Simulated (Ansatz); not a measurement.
# Sampling a charged cell: V_O in MgO (Fm-3m), part 2 of 2

Aim: the (+1/0) level of V_O in MgO (Fm-3m) as a function of the k-point sampling, with the cost of each choice. The model is a cell of 72 host atoms with 1 O taken out; the atoms are relaxed once and then held.

Ansatz 0.2.0; plane-wave PAW DFT; relaxations with PBEsol, then single points with PBEsol, on supercells at fixed charge in a uniform background.

So far: The structure; Relaxing both charge states, PBEsol.

## (3) First setting: the zone centre alone

The defect state overlaps with its images and forms a narrow band, so the k-points decide which part of that band enters the energy. A point off the zone centre usually averages it better, but needs complex orbitals and more time.

Input file qp1_M1.kg/input.yaml:

```yaml
crystal:
  checkpoint: "../qp1_M1.relax.run"
  host: checkpoint
total_charge: 1
basis:
  ecutwfc: 420
  xc_grid: 2
hamiltonian:
  xc: pbesol
  pseudopotentials: { kind: paw, azcp: { folder: soft_1 }, xc_functional: pbe }
kpoints:
  mp_grid: { grid: [1, 1, 1] }
magnetization:
  spin_polarized: true
  initial_magnetization: 1
  spin_locking: { lock_magnetization: hard }
scf:
  occupations: { method: fixed }
  max_iter: 100
output:
  forces: true
  charged_corrections:
    epsilon: 3.24
    static_epsilon: 10.37
    defect_position: [0.5, 0.5, 0.625]
  eigenvalues: true
checkpoint:
  read: "../qp1_M1.relax.run"
  write: "../qp1_M1.kg.run"
  compress: false
  write_wavefunctions: false
  write_every: 100000
```

On the command line:

```console
ansatz run input.yaml --threads 32 --pin off --max-ram 84787MiB --backend cuda --events-out ev --progress --plain --runs-dir out --max-vram 78GiB
```

Numbers of over 12 decimals in the logs are rounded to 6 here.

The program printed:

```text
[...]
Warning: at least one further symmetry operation maps every atom of the structure, as the run holds it, onto an atom to within 2.23e-5 (fractional), and is not used: no operation is sought that the atoms, as the run holds them, miss by more than 2.00e-5, [...]
crystal.checkpoint: the structure is that of <dir>, a `relax` run, at its step 4: its result, under pbesol at a charge of 1 e; 71 atoms read, 0 with a starting moment; crystal.structure_sha256 for this input is
[...]
device memory: the entry about to start is reckoned to put 5.6 GiB on a device that reports 172.8 GiB free (of which the cap on the GPU budget leaves the run 78.0 GiB)
GPU FFT provider: cuFFT
GPU libraries: cuBLAS 13.8.1, cuFFT 12.4.0, cuSOLVER 12.3.2
GPU matrix products: emulated (plane waves: as basis.precision tells), large ones in fixed point in workspaces of 1.00 GiB
Crystal: 71 atoms, lattice volume = 673.897 Å³
Basis set: ecut = 420 eV, 13123 PW (Γ), exchange–correlation on 120×120×160 points (8 copies of the dense FFT grid, shifted against one another)
Bands: 356, of which v1, the nominal top of the filled ones, is band 285 counted from 1 (284 counted from 0)
Symmetry: 1 space group operations
[...]
k-points: 1
[...]
Stability of the state it starts from, as read at its close in the collinear treatment: not read negative (Ritz values of 1 − χ₀K, real part plus size of imaginary part, from 1.0 to 1.6, by its mixing steps under no symmetry); [...]
Starting moments: Σ|m| = 1 μB on 71 of 71 sites; this step starts from the density that it was given
[...]
GPU buffer pool allocated for 288000 grid points (all kernels)
GPU transforms: local potential and band sums: pruned to the plane-wave sphere, on 60×60×80
[...]
iter 1 solved again at ethr=5.12e-6 eV; its pass at ethr=3.10e-3 eV (dr2=2.91e-2 eV) is discarded
[...]
SCF iter   8: F=-88575.482299 eV  HF=-88575.482299 eV  |Δ(HF+E_count)|=   8.53e-9  Δρ=7.00e-7 (↑6.09e-7 ↓7.00e-7)  dr2=8.19e-9  dr2_m=1.72e-10  M=1.000 μB ∫|m|=1.052 μB  Hψ=1893
SCF 1 converged in 8 iterations: F = -88575.482299 eV  dr2 = 8.19e-9
[...]
SCF converged after 8 iterations
[...]
Magnetization: 1.0000 μB (285.0000 up, 284.0000 down)
Absolute magnetization: 1.0457 μB (∫|ρ↑−ρ↓|, with the PAW one-centre terms)
[...]
Per-site moments (μB) at R_I (Å): [(0.000120765, 0.865091), (0.000402156, 0.866120), (0.000120761, 0.865089), [... 6 left out ...]
Free energy (F): -88575.482299 eV
[...]
Internal energy: -88575.482299 eV  (E = F + TS)
E sigma→0 (E₀):  -88575.482299 eV
Fermi energy:    9.471670 (↑ 9.471670, ↓ 7.823350) eV
[...]
--- Forces (eV/Å), atoms counted from 1 ---
  atom   1  Mg     0.00108377     0.00119134    -0.00055780
  atom   2  O     -0.00179710    -0.00146205     0.00260931
  [... 4 atoms left out ...]
  [... 65 more lines of this table ...]
  max |Σ_I F_I| component: 1.43e-6 eV/Å
--- Charged-cell corrections in eV (Makov–Payne, q = +1.000 e, ε = 3.240 of the electrons, 10.370 with the ions) ---
[...]
E_corr1          = +0.720418  (monopole, q²α_M/2εL)
  F Makov-Payne    = n/a  (the rows are of the electrons' constant alone; ansatz place-levels tells what screens the charge)
[...]
--- Band table (eV) ---
[...]
```

Elapsed: 1.9 s, on 1 × NVIDIA GB200 with 32 threads of Arm Neoverse V2, shared host; peak memory 1.1 GiB; 3.7 s of CPU time.

In the SCF lines HF is the Harris–Foulkes energy and dr2 the Hartree energy of the density residual, in eV; the loop may stop once dr2 is under the threshold and the program's other checks hold. Hψ counts applications of the Hamiltonian.

Both charges and the host at this setting go to place-levels, which corrects for the image charge and aligns the potentials.

Input file levels.kg.yaml:

```yaml
host:
  run: host.kg.run
states: [q0.kg.run, qp1_M1.kg.run]
geometry_from:
  q0.kg.run: q0.relax.run
  qp1_M1.kg.run: qp1_M1.relax.run
chemical_potentials:
  O:
    energy: -558.291301
    dataset: <sha256 of the dataset>
```

On the command line:

```console
ansatz place-levels levels.kg.yaml -- --threads 32 --pin off --max-ram 84787MiB
```

The program printed:

```text
(+1/0) 2.256 eV above the valence edge, 2.338 eV under the conduction edge
formation energy of charge +1: +3.917 eV with the Fermi level at the valence edge
formation energy of charge 0: +6.173 eV with the Fermi level at the valence edge
  edges by pbesol, gap 4.594 eV; the host is sampled to repeats of 8.94 Å
  the defect's cells are sampled to repeats of 8.94 Å, like sampling
  charge +1: -88575.3726 eV with its correction of +0.110 eV, at epsilon 10.37, aligned at sites: -0.1153 eV, mean over 39 atomic sites at or beyond 4.47 Å from the defect at [0.5000, 0.5000, 0.6250], with +0.000000 for the charge's moments and without [...]
  charge 0: +0.000 eV for its dipole among its images, +0.000 omitted
  of states[1] (qp1_M1.kg.run): how wide its charge is, is not read beside other atoms or cores, and a band state would take no correction. [...]
  of states[0] (q0.kg.run): its only k-point is the zone centre, where a defect's energies can be off by tenths of an eV or more: see "From the zone centre to a mesh" in the quickstart
```

Elapsed: 0.12 s, on 32 threads.

At this setting the gap is 4.594 eV and (+1/0) lies 2.256 eV above the valence top.

## (4) The other settings

Only the studied keys change. One input of each further setting:

qp1_M1.kq/input.yaml, as its differences from qp1_M1.kg/input.yaml of step 3:

```diff
@@ -11,3 +11,3 @@
 kpoints:
-  mp_grid: { grid: [1, 1, 1] }
+  mp_grid: { grid: [1, 1, 1], shift: [0.25, 0.25, 0.25] }
 magnetization:
@@ -28,3 +28,3 @@
   read: "../qp1_M1.relax.run"
-  write: "../qp1_M1.kg.run"
+  write: "../qp1_M1.kq.run"
   compress: false
```

qp1_M1.km0/input.yaml, as its differences from qp1_M1.kq/input.yaml of step 4:

```diff
@@ -11,3 +11,3 @@
 kpoints:
-  mp_grid: { grid: [1, 1, 1], shift: [0.25, 0.25, 0.25] }
+  mp_grid: { grid: [2, 2, 2] }
 magnetization:
@@ -28,3 +28,3 @@
   read: "../qp1_M1.relax.run"
-  write: "../qp1_M1.kq.run"
+  write: "../qp1_M1.km0.run"
   compress: false
```

qp1_M1.kms/input.yaml, as its differences from qp1_M1.km0/input.yaml of step 4:

```diff
@@ -11,3 +11,3 @@
 kpoints:
-  mp_grid: { grid: [2, 2, 2] }
+  mp_grid: { grid: [2, 2, 2], shift: [0.5, 0.5, 0.5] }
 magnetization:
@@ -28,3 +28,3 @@
   read: "../qp1_M1.relax.run"
-  write: "../qp1_M1.km0.run"
+  write: "../qp1_M1.kms.run"
   compress: false
```

qp1_M1.km3/input.yaml, as its differences from qp1_M1.kms/input.yaml of step 4:

```diff
@@ -11,3 +11,3 @@
 kpoints:
-  mp_grid: { grid: [2, 2, 2], shift: [0.5, 0.5, 0.5] }
+  mp_grid: { grid: [3, 3, 3] }
 magnetization:
@@ -28,3 +28,3 @@
   read: "../qp1_M1.relax.run"
-  write: "../qp1_M1.kms.run"
+  write: "../qp1_M1.km3.run"
   compress: false
```

qp1_M1.km4/input.yaml, as its differences from qp1_M1.km3/input.yaml of step 4:

```diff
@@ -11,3 +11,3 @@
 kpoints:
-  mp_grid: { grid: [3, 3, 3] }
+  mp_grid: { grid: [4, 4, 4], shift: [0.5, 0.5, 0.5] }
 magnetization:
@@ -28,3 +28,3 @@
   read: "../qp1_M1.relax.run"
-  write: "../qp1_M1.km3.run"
+  write: "../qp1_M1.km4.run"
   compress: false
```

## (5) Result against cost

Times of the states on 1 × NVIDIA GB200 with 32 threads of Arm Neoverse V2, shared host; the host is run again at each setting, at some settings on the processor alone:

| k-point sampling | gap (eV) | (+1/0) above the valence top (eV) | under the conduction bottom (eV) | level less that at a 4×4×4 shifted mesh (meV) | time, both charge states | time, host and placing | peak memory of a state (GiB) |
| --- | --- | --- | --- | --- | --- | --- | --- |
| the zone centre alone | 4.594 | 2.256 | 2.338 | -338 | 3.5 s | 0.84 s | 1.1 |
| one point at (¼, ¼, ¼) * | 4.611 | 2.460 | 2.151 | -134 | 3.4 s | 0.73 s | 1.4 |
| a 2×2×2 Γ-centred mesh | 4.621 | 2.594 | 2.027 | 0 | 6.4 s | 0.75 s | 1.3 |
| a 2×2×2 shifted mesh | 4.621 | 2.593 | 2.028 | -1 | 5 s | 0.81 s | 1.5 |
| a 3×3×3 Γ-centred mesh | 4.621 | 2.593 | 2.028 | 0 | 9.9 s | 1.2 s | 1.5 |
| a 4×4×4 shifted mesh | 4.621 | 2.593 | 2.027 | 0 | 16 s | 1.4 s | 2.1 |

* started from the relaxation's converged state in the same settings, so its time is no fair cost.

## (6) Outcome

| Quantity | Value |
| --- | --- |
| (plus 1/0) level, the zone centre alone | 2.26 eV |
| (plus 1/0) level, one point at (¼, ¼, ¼) | 2.46 eV |
| (plus 1/0) level, a 2×2×2 Γ-centred mesh | 2.59 eV |
| (plus 1/0) level, a 2×2×2 shifted mesh | 2.59 eV |
| (plus 1/0) level, a 3×3×3 Γ-centred mesh | 2.59 eV |
| (plus 1/0) level, a 4×4×4 shifted mesh | 2.59 eV |

**Reading.** Over the settings in the table the level spans 0.338 eV; a 2×2×2 Γ-centred mesh, a 2×2×2 shifted mesh and a 3×3×3 Γ-centred mesh lie within 0.02 eV of the reference (a 4×4×4 shifted mesh, 2.59 eV). The largest miss of the level above the valence top is 338 meV, with the zone centre alone. Only the charges 0 and +1 were run, each from one start, so (+1/0) need not be a change between stable states. Limits: the images are only 8.9 Å apart; PBEsol makes the gap too small and tends to spread out bound carriers.

[Logs are printed without paths, hosts, clocks, repeated set-up lines and the standing remarks that a program may print on its own settings, such as how far it seeks lower states.]

[Hosts, paths, dates, database ids (printed as entryN), source tags and the programs' standing remarks are cut or masked in the printed files.]

[Where a table of states has a column of steps, it counts the stored structures, which are thinned; the runs took as many ionic steps or more.]

[For some hosts the program warned that the k-mesh of the response run may be too coarse for force constants and the static dielectric constant; such warnings are not shown here.]
